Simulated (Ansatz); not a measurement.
# Resistivity from frozen vibrations: Cu(111) with 4 thermally displaced layers, 2x2, part 2 of 2

How much do lattice vibrations at 500 K scatter the electrons of Cu? Layers with random displacements are laid between perfect leads, and the resistance is followed against their length. The measured value for the pure metal at this temperature is 3.09 µΩ cm (CRC Handbook of Chemistry and Physics, 84th ed., 2003, Electrical Resistivity of Pure Metals).

Ansatz 0.2.0; Ansatz plane-wave DFT, PBE, PAW files; ballistic transport by layer matching (Landauer), zero bias; PAW set soft_1.

So far, open channels per spin nearest the Fermi level: step 2 (with 4 displaced layers) 3.21.

### 3. With 8 displaced layers

Each atom of 8 layers is moved at random, by amounts drawn from a normal law 0.0993 Å wide in each direction from the Debye model (343 K) at 500 K. A fresh draw is used; the growth of the resistance with length is what counts.

System of this step: Cu(111) with 8 thermally displaced layers, 2x2. The cell holds 56 atoms: 56 Cu. Its edges and angles: a = 5.112 Å, b = 5.112 Å, c = 29.257 Å, α = 87.5°, β = 92.5°, γ = 120.0°. It derives from Cu. Regions: lead, 24 atoms (24 Cu); scattering region, 32 atoms (32 Cu). The structure is stacked along c, and the current runs across the ab planes.

input.yaml reads:

```yaml
crystal:
  lattice:
    - [5.1123254594, 0.0, 0.0]
    - [-2.5561627297, 4.4274037203, 0.0]
    - [-1.2780813649, 0.73790062, 29.2193738075]
  atoms:
    - { symbol: Cu, position: [0.005952381, 0.994047619, 0.0357142857] }
    - { symbol: Cu, position: [0.005952381, 0.494047619, 0.0357142857] }
    - { symbol: Cu, position: [0.505952381, 0.994047619, 0.0357142857] }
    - { symbol: Cu, position: [0.505952381, 0.494047619, 0.0357142857] }
    - { symbol: Cu, position: [0.1845238095, 0.3154761905, 0.1071428571] }
    - { symbol: Cu, position: [0.1845238095, 0.8154761905, 0.1071428571] }
    - { symbol: Cu, position: [0.6845238095, 0.3154761905, 0.1071428571] }
    - { symbol: Cu, position: [0.6845238095, 0.8154761905, 0.1071428571] }
    - { symbol: Cu, position: [0.3630952381, 0.1369047619, 0.1785714286] }
    - { symbol: Cu, position: [0.3630952381, 0.6369047619, 0.1785714286] }
    - { symbol: Cu, position: [0.8630952381, 0.1369047619, 0.1785714286] }
    - { symbol: Cu, position: [0.8630952381, 0.6369047619, 0.1785714286] }
    - { symbol: Cu, position: [0.0916084034, 0.9876250067, 0.2512144618] }
    - { symbol: Cu, position: [0.0185199393, 0.4578616305, 0.2522308546] }
    - { symbol: Cu, position: [0.5213176456, 0.9669513485, 0.2514607768] }
    - { symbol: Cu, position: [0.5415325786, 0.4321516631, 0.2477513807] }
    - { symbol: Cu, position: [0.1996288679, 0.2525414042, 0.3273393481] }
    - { symbol: Cu, position: [0.2141487446, 0.7872862178, 0.3205498818] }
    - { symbol: Cu, position: [0.7661578322, 0.3090151799, 0.323580851] }
    - { symbol: Cu, position: [0.678411039, 0.7805415477, 0.3237518962] }
    - { symbol: Cu, position: [0.4124119616, 0.0863006203, 0.3990487614] }
    - { symbol: Cu, position: [0.3662749088, 0.5858246745, 0.3960346603] }
    - { symbol: Cu, position: [0.9223230807, 0.1459917457, 0.3934977749] }
    - { symbol: Cu, position: [0.8816594614, 0.593340782, 0.3891491745] }
    - { symbol: Cu, position: [0.0599635228, 0.9364282506, 0.4662606509] }
    - { symbol: Cu, position: [0.0950193627, 0.4047386959, 0.4700256944] }
    - { symbol: Cu, position: [0.5892088196, 0.9581737211, 0.4628150073] }
    - { symbol: Cu, position: [0.5664811938, 0.4276368457, 0.4677908318] }
    - { symbol: Cu, position: [0.2517540793, 0.2316754815, 0.5311565091] }
    - { symbol: Cu, position: [0.2349287583, 0.7547608376, 0.5390775609] }
    - { symbol: Cu, position: [0.74120834, 0.2194581661, 0.5386810861] }
    - { symbol: Cu, position: [0.7234395772, 0.7277037773, 0.5378246489] }
    - { symbol: Cu, position: [0.3948235708, 0.0744708005, 0.6051663063] }
    - { symbol: Cu, position: [0.435911882, 0.5636639459, 0.6078296889] }
    - { symbol: Cu, position: [0.9403071289, 0.0476632824, 0.6119716846] }
    - { symbol: Cu, position: [0.9587474021, 0.5837389978, 0.611101336] }
    - { symbol: Cu, position: [0.1379001551, 0.9057922618, 0.6788283132] }
    - { symbol: Cu, position: [0.0834335254, 0.3843119112, 0.6759564388] }
    - { symbol: Cu, position: [0.5880381859, 0.8930231426, 0.6766393653] }
    - { symbol: Cu, position: [0.5815500751, 0.3633611532, 0.6794835723] }
    - { symbol: Cu, position: [0.3134546013, 0.2380002208, 0.7499527147] }
    - { symbol: Cu, position: [0.32827767, 0.7391307731, 0.7539085304] }
    - { symbol: Cu, position: [0.7596968241, 0.2356969068, 0.7511541078] }
    - { symbol: Cu, position: [0.8042769503, 0.7164421387, 0.7513006979] }
    - { symbol: Cu, position: [0.4702380952, 0.0297619048, 0.8214285714] }
    - { symbol: Cu, position: [0.4702380952, 0.5297619048, 0.8214285714] }
    - { symbol: Cu, position: [0.9702380952, 0.0297619048, 0.8214285714] }
    - { symbol: Cu, position: [0.9702380952, 0.5297619048, 0.8214285714] }
    - { symbol: Cu, position: [0.1488095238, 0.8511904762, 0.8928571429] }
    - { symbol: Cu, position: [0.1488095238, 0.3511904762, 0.8928571429] }
    - { symbol: Cu, position: [0.6488095238, 0.8511904762, 0.8928571429] }
    - { symbol: Cu, position: [0.6488095238, 0.3511904762, 0.8928571429] }
    - { symbol: Cu, position: [0.3273809524, 0.1726190476, 0.9642857143] }
    - { symbol: Cu, position: [0.3273809524, 0.6726190476, 0.9642857143] }
    - { symbol: Cu, position: [0.8273809524, 0.1726190476, 0.9642857143] }
    - { symbol: Cu, position: [0.8273809524, 0.6726190476, 0.9642857143] }
kpoints:
  mp_grid: { grid: [5, 5, 1] }
hamiltonian:
  xc: pbe
  pseudopotentials: { kind: paw, azcp: { folder: soft_1 } }
scf:
  occupations: { method: fermi_dirac, width: 0.1 }
output:
  transmission:
    leads: [[0, 4]]
    kmesh: [10, 10]
    e_range: [-0.05, 0.05]
    de: 0.05
  write_potential: true
  write_density: true
  volumetric_format: npy
```

The run is started by

```sh
$ ansatz run input.yaml --threads 4 --pin off --max-ram 15360MiB --backend cpu --events-out ev --progress --plain --runs-dir out
```

Numbers of over 12 decimals in the logs are rounded to 6 here.

The program printed:

```text
[...]
Crystal: 56 atoms, lattice volume = 661.361 Å³
Basis set: ecut = 420 eV, 12983 PW (Γ)
Bands: 639, of which v1, the nominal top of the filled ones, is band 532 counted from 1 (531 counted from 0)
Symmetry: 1 space group operations
[...]
k-points: 13 of 25 (time reversal used)
[...]
SCF iter   1: F=—  HF=-371057.247220 eV  |F-HF|=—  |Δ(HF+E_count)|=         —  Δρ=2.65e-1  dr2=2.79e2  ethr=3.10e-3  ⟨swp⟩=4.8  Hψ=25223  notcnv=0  defer=25
[...]
SCF iter  13: F=-371006.516820 eV  HF=-371006.516820 eV  |F-HF|=6.48e-8  |Δ(HF+E_count)|=   1.44e-8  Δρ=1.36e-6  dr2=6.04e-8  ethr=9.40e-12  ⟨swp⟩=7.2  Hψ=29126  notcnv=0
SCF 1 converged in 13 iterations: F = -371006.516820 eV  dr2 = 6.04e-8
[...]
transmission: 234 of 2340 steps passed
transmission: 468 of 2340 steps passed
[...]
transmission: 2340 of 2340 steps passed
SCF converged after 13 iterations
Free energy (F): -371006.516820 eV
[...]
Internal energy: -371005.806738 eV  (E = F + TS)
E sigma→0 (E₀):  -371006.161779 eV
Entropy (-TS):   -0.710082 eV (-12.680 meV/atom)
Fermi energy:    16.344100 eV
[...]
--- Band table (eV; the first three rows and the last of 13) ---
  k-point 0: bands = [... 528 lower, 16.3744, 16.6251, 16.6546, 16.8371, 16.8892, 16.9028, 16.9362, 17.0921, ... 103 higher]
  k-point 1: bands = [... 528 lower, 16.0696, 16.1997, 16.2358, 16.2764, 16.3423, 16.4009, 16.4677, 16.5281, ... 103 higher]
  k-point 2: bands = [... 528 lower, 16.0845, 16.1534, 16.1828, 16.2919, 16.3453, 16.4321, 16.5773, 16.6175, ... 103 higher]
  k-point 12: bands = [... 528 lower, 15.6499, 15.7455, 16.0528, 16.3787, 16.5091, 16.7510, 16.8014, 16.9909, ... 103 higher]
--- Transmission ---
  basis      : 199 plane waves across, 45 finite elements along
  points     : 52, standing for a mesh of 10 x 10
[...]
channels       : 3.210000e0 a spin
[...]
junction   : crystal 0 to crystal 0, 0.70 to 27.83 Å
    transmission   : 2.938270e0 a spin
[...]
```

The job ended after 5.8 min (4 threads of Intel Xeon 6975P-C (Granite Rapids), shared host; peak memory 8.5 GiB; 21 min of CPU time).

This step gave:

```
free energy                                   : -371006.5168 eV
energy at zero smearing                       : -371006.1618 eV
transmission per spin nearest the Fermi level : 2.938
step of the lead's potential                  : 3.3 meV
```

Per spin. The transmission, zone mean by energy, zero at the Fermi level:

| energy (eV) | transmission, zone mean |
| --- | --- |
| -0.0500 | 2.88 |
| 0.0000 | 2.94 |
| 0.0500 | 2.97 |

Over the solved energies the transmission per spin lies between 2.88 and 2.97, out of 3.21 channels of the lead on average (up to 3.21).

### 4. With 12 displaced layers

Each atom of 12 layers is moved at random, by amounts drawn from a normal law 0.0993 Å wide in each direction from the Debye model (343 K) at 500 K. A fresh draw is used; the growth of the resistance with length is what counts.

System of this step: Cu(111) with 12 thermally displaced layers, 2x2. The cell holds 72 atoms: 72 Cu. Cell: a = 5.112 Å, b = 5.112 Å, c = 37.568 Å, α = 90.0°, β = 90.0°, γ = 120.0°. It derives from Cu. Regions: lead, 24 atoms (24 Cu); scattering region, 48 atoms (48 Cu). The structure is stacked along c, and the current runs across the ab planes.

input.yaml reads:

```yaml
crystal:
  lattice:
    - [5.1123254594, 0.0, 0.0]
    - [-2.5561627297, 4.4274037203, 0.0]
    - [0.0, 0.0, 37.567766324]
  atoms:
    - { symbol: Cu, position: [0.0, 0.0, 0.0277777778] }
    - { symbol: Cu, position: [0.0, 0.5, 0.0277777778] }
    - { symbol: Cu, position: [0.5, 0.0, 0.0277777778] }
    - { symbol: Cu, position: [0.5, 0.5, 0.0277777778] }
    - { symbol: Cu, position: [0.1666666667, 0.3333333333, 0.0833333333] }
    - { symbol: Cu, position: [0.1666666667, 0.8333333333, 0.0833333333] }
    - { symbol: Cu, position: [0.6666666667, 0.3333333333, 0.0833333333] }
    - { symbol: Cu, position: [0.6666666667, 0.8333333333, 0.0833333333] }
    - { symbol: Cu, position: [0.3333333333, 0.1666666667, 0.1388888889] }
    - { symbol: Cu, position: [0.3333333333, 0.6666666667, 0.1388888889] }
    - { symbol: Cu, position: [0.8333333333, 0.1666666667, 0.1388888889] }
    - { symbol: Cu, position: [0.8333333333, 0.6666666667, 0.1388888889] }
    - { symbol: Cu, position: [0.0021791195, 0.9919505826, 0.1894182895] }
    - { symbol: Cu, position: [0.9888718779, 0.4819745521, 0.1972993918] }
    - { symbol: Cu, position: [0.4953274864, 0.0018721178, 0.1921988766] }
    - { symbol: Cu, position: [0.4899530992, 0.4997413458, 0.1905184941] }
    - { symbol: Cu, position: [0.1713172772, 0.3309544306, 0.2468660597] }
    - { symbol: Cu, position: [0.1258401063, 0.8448396517, 0.2492134646] }
    - { symbol: Cu, position: [0.6537244265, 0.3280370483, 0.2548010728] }
    - { symbol: Cu, position: [0.6666707199, 0.8352759601, 0.2460695625] }
    - { symbol: Cu, position: [0.3756171442, 0.1872433452, 0.3083755389] }
    - { symbol: Cu, position: [0.3445382539, 0.6872246589, 0.3065359939] }
    - { symbol: Cu, position: [0.8435363786, 0.1632534061, 0.3016599668] }
    - { symbol: Cu, position: [0.8316184198, 0.6232709568, 0.3049213862] }
    - { symbol: Cu, position: [0.9843334465, 0.9766115761, 0.3627316384] }
    - { symbol: Cu, position: [0.9912102281, 0.4902022705, 0.3624850891] }
    - { symbol: Cu, position: [0.5063190951, 0.0311509196, 0.3620400314] }
    - { symbol: Cu, position: [0.4689850581, 0.4563955975, 0.3576546281] }
    - { symbol: Cu, position: [0.187208203, 0.3321984263, 0.4159183473] }
    - { symbol: Cu, position: [0.1841996397, 0.8045671134, 0.4151187322] }
    - { symbol: Cu, position: [0.6640627735, 0.3464832317, 0.4149128968] }
    - { symbol: Cu, position: [0.6367530516, 0.7973343408, 0.4185943881] }
    - { symbol: Cu, position: [0.3436486928, 0.1559828742, 0.4726539411] }
    - { symbol: Cu, position: [0.3029361696, 0.6560852228, 0.4758642428] }
    - { symbol: Cu, position: [0.8618770478, 0.2184816305, 0.4701416168] }
    - { symbol: Cu, position: [0.8424115942, 0.6622820201, 0.4737177183] }
    - { symbol: Cu, position: [0.9935668886, 0.9874139026, 0.5254846061] }
    - { symbol: Cu, position: [0.0586828356, 0.4982653676, 0.5224476027] }
    - { symbol: Cu, position: [0.4950058067, 0.0152065267, 0.5264562206] }
    - { symbol: Cu, position: [0.5376637789, 0.5224809778, 0.5273751361] }
    - { symbol: Cu, position: [0.1462276121, 0.310798469, 0.5814832729] }
    - { symbol: Cu, position: [0.1515601327, 0.8603445593, 0.5875376666] }
    - { symbol: Cu, position: [0.6290183881, 0.3068315032, 0.578659033] }
    - { symbol: Cu, position: [0.6131129863, 0.7636669237, 0.5803142103] }
    - { symbol: Cu, position: [0.3546464633, 0.1589142027, 0.6411476147] }
    - { symbol: Cu, position: [0.3435797343, 0.7061534889, 0.6394154359] }
    - { symbol: Cu, position: [0.8545357381, 0.2239103685, 0.6380312871] }
    - { symbol: Cu, position: [0.8118782387, 0.6711949409, 0.6387862452] }
    - { symbol: Cu, position: [0.010375877, 0.9793303397, 0.6965713675] }
    - { symbol: Cu, position: [0.0090753467, 0.4850256494, 0.6948759098] }
    - { symbol: Cu, position: [0.5101696489, 0.0526098864, 0.6925833544] }
    - { symbol: Cu, position: [0.4792482772, 0.4760962468, 0.6935296217] }
    - { symbol: Cu, position: [0.1751622163, 0.3505526871, 0.7483864412] }
    - { symbol: Cu, position: [0.1471745297, 0.8015654554, 0.7478131181] }
    - { symbol: Cu, position: [0.731867467, 0.3566854936, 0.7479346417] }
    - { symbol: Cu, position: [0.6297512541, 0.8114537506, 0.7499426695] }
    - { symbol: Cu, position: [0.3256608756, 0.1499727491, 0.8021550494] }
    - { symbol: Cu, position: [0.3660245226, 0.6767967027, 0.8045655461] }
    - { symbol: Cu, position: [0.8231095967, 0.1547907858, 0.7977953824] }
    - { symbol: Cu, position: [0.8235751251, 0.6426573624, 0.8029053909] }
    - { symbol: Cu, position: [0.0, 0.0, 0.8611111111] }
    - { symbol: Cu, position: [0.0, 0.5, 0.8611111111] }
    - { symbol: Cu, position: [0.5, 0.0, 0.8611111111] }
    - { symbol: Cu, position: [0.5, 0.5, 0.8611111111] }
    - { symbol: Cu, position: [0.1666666667, 0.3333333333, 0.9166666667] }
    - { symbol: Cu, position: [0.1666666667, 0.8333333333, 0.9166666667] }
    - { symbol: Cu, position: [0.6666666667, 0.3333333333, 0.9166666667] }
    - { symbol: Cu, position: [0.6666666667, 0.8333333333, 0.9166666667] }
    - { symbol: Cu, position: [0.3333333333, 0.1666666667, 0.9722222222] }
    - { symbol: Cu, position: [0.3333333333, 0.6666666667, 0.9722222222] }
    - { symbol: Cu, position: [0.8333333333, 0.1666666667, 0.9722222222] }
    - { symbol: Cu, position: [0.8333333333, 0.6666666667, 0.9722222222] }
kpoints:
  mp_grid: { grid: [5, 5, 1] }
hamiltonian:
  xc: pbe
  pseudopotentials: { kind: paw, azcp: { folder: soft_1 } }
scf:
  occupations: { method: fermi_dirac, width: 0.1 }
output:
  transmission:
    leads: [[0, 4]]
    kmesh: [10, 10]
    e_range: [-0.05, 0.05]
    de: 0.05
  write_potential: true
  write_density: true
  volumetric_format: npy
```

The program printed:

```text
[...]
Crystal: 72 atoms, lattice volume = 850.321 Å³
Basis set: ecut = 420 eV, 16727 PW (Γ)
Bands: 821, of which v1, the nominal top of the filled ones, is band 684 counted from 1 (683 counted from 0)
Symmetry: 1 space group operations
[...]
k-points: 13 of 25 (time reversal used)
[...]
SCF iter   1: F=—  HF=-477071.757250 eV  |F-HF|=—  |Δ(HF+E_count)|=         —  Δρ=2.64e-1  dr2=3.58e2  ethr=3.10e-3  ⟨swp⟩=4.6  Hψ=31591  notcnv=0  defer=41
[...]
SCF iter  15: F=-477006.927293 eV  HF=-477006.927293 eV  |F-HF|=2.47e-8  |Δ(HF+E_count)|=   1.05e-9  Δρ=7.46e-7  dr2=2.65e-8  ethr=7.31e-12  ⟨swp⟩=2.0  Hψ=19579  notcnv=0
SCF 1 converged in 15 iterations: F = -477006.927293 eV  dr2 = 2.65e-8
[...]
transmission: 310 of 3068 steps passed
transmission: 616 of 3068 steps passed
[...]
transmission: 3068 of 3068 steps passed
SCF converged after 15 iterations
Free energy (F): -477006.927293 eV
[...]
Internal energy: -477006.102294 eV  (E = F + TS)
E sigma→0 (E₀):  -477006.514793 eV
Entropy (-TS):   -0.824999 eV (-11.458 meV/atom)
Fermi energy:    16.322150 eV
[...]
--- Band table (eV; the first three rows and the last of 13) ---
  k-point 0: bands = [... 680 lower, 16.4101, 16.7410, 16.7725, 16.7980, 16.8092, 16.8517, 16.8828, 17.0539, ... 133 higher]
  k-point 1: bands = [... 680 lower, 16.0576, 16.1603, 16.1828, 16.2997, 16.3388, 16.4405, 16.4542, 16.4866, ... 133 higher]
  k-point 2: bands = [... 680 lower, 16.1460, 16.1616, 16.2089, 16.2657, 16.3122, 16.3587, 16.3900, 16.4554, ... 133 higher]
  k-point 12: bands = [... 680 lower, 15.8704, 15.9651, 15.9811, 16.3227, 16.3385, 16.8186, 16.8439, 16.9426, ... 133 higher]
--- Transmission ---
  basis      : 199 plane waves across, 59 finite elements along
  points     : 52, standing for a mesh of 10 x 10
[...]
channels       : 3.210000e0 a spin
[...]
junction   : crystal 0 to crystal 0, 0.70 to 36.18 Å
    transmission   : 2.750428e0 a spin
[...]
```

Elapsed: 11 min, on 4 threads; peak memory 7.5 GiB; 42 min of CPU time.

This step gave:

```yaml
free_energy: -477006.9273 eV
energy_at_zero_smearing: -477006.5148 eV
fermi_energy: 16.32 eV
transmission_per_spin_nearest_the_fermi_level: 2.750
step_of_the_lead_s_potential: 7.9 meV
```

Per spin. The transmission, zone mean by energy, zero at the Fermi level:

| energy (eV) | transmission, zone mean |
| --- | --- |
| -0.0500 | 2.74 |
| 0.0000 | 2.75 |
| 0.0500 | 2.78 |

Over the solved energies the transmission per spin lies between 2.74 and 2.78, out of 3.21 channels of the lead on average (up to 3.21).

### 5. Resistance against length

This step: Ansatz plane-wave DFT, PBE, PAW files; ballistic transport by layer matching (Landauer), zero bias; resistivity from the slope of the area resistance; PAW set soft_1 (Ansatz 0.2.0).

Numbers from this step:

```
resistivity           : 6.633 µΩ cm
intercept             : -0.01901 fΩ m²
scatter about the fit : 0.003882 fΩ m²
```

Resistance, by row:

| run | length (Å) | T | channels N | RA (fΩ m²) |
| --- | --- | --- | --- | --- |
| n4 | 8.348 | 3.078 | 3.21 | 0.03911 |
| n8 | 16.7 | 2.932 | 3.21 | 0.08625 |
| n12 | 25.05 | 2.756 | 3.21 | 0.1499 |

Area resistance against length of the displaced region:

| length of the displaced region (Å) | area resistance (fΩ m²) |
| --- | --- |
| 8.35 | 0.0391 |
| 16.70 | 0.0862 |
| 25.05 | 0.150 |

The area resistance goes from 0.039 to 0.15 fΩ m² between 8.3 and 25.0 Å, a slope of 6.6 µΩ cm.

By hand from the end points: (0.1499 − 0.03911) fΩ m² / (25.05 − 8.35) Å = 6.6 µΩ cm, since 1 fΩ m² per Å is 1000 µΩ cm.

### 6. Summary of results

| Property | Result |
| --- | --- |
| resistivity from the slope | 6.63 µΩ cm |
| area resistance over 8.35 Å | 0.0391 fΩ m² |
| area resistance over 16.7 Å | 0.0862 fΩ m² |
| area resistance over 25.0 Å | 0.150 fΩ m² |

The slope gives 6.6 µΩ cm. The points scatter by 0.0039 fΩ m² about the line, with one random draw a length in a 2x2 cell, so the slope is a rough value. The mean square of the displacements drawn is 0.78, 0.99 and 1.2 of the nominal one at the three lengths; with each resistance scaled back by that, the slope is 4.6 µΩ cm, the value used below. Read with a model of isotropic scattering on a spherical Fermi surface and the lead's 1.1×10¹⁵ S/m², this slope means a mean free path near 174 Å; over these lengths the model's slope is 1.18 times its bulk resistivity, which would be 3.9 µΩ cm. Uncorrelated displacements put too much weight on short waves, which scatter strongly; with the sideways repeat of a small cell, one draw and three short lengths, the method is good to a factor of two or three. The measured value is 3.09 µΩ cm (CRC Handbook of Chemistry and Physics, 84th ed., 2003, Electrical Resistivity of Pure Metals); the scaled slope is 1.5 times that and the corrected value 1.3: fair for so small a cell.

[Logs are printed without paths, hosts, clocks, repeated set-up lines and the standing remarks that a program may print on its own settings, such as how far it seeks lower states.]

[Hosts, paths, dates, database ids (printed as entryN), source tags and the programs' standing remarks are cut or masked in the printed files.]
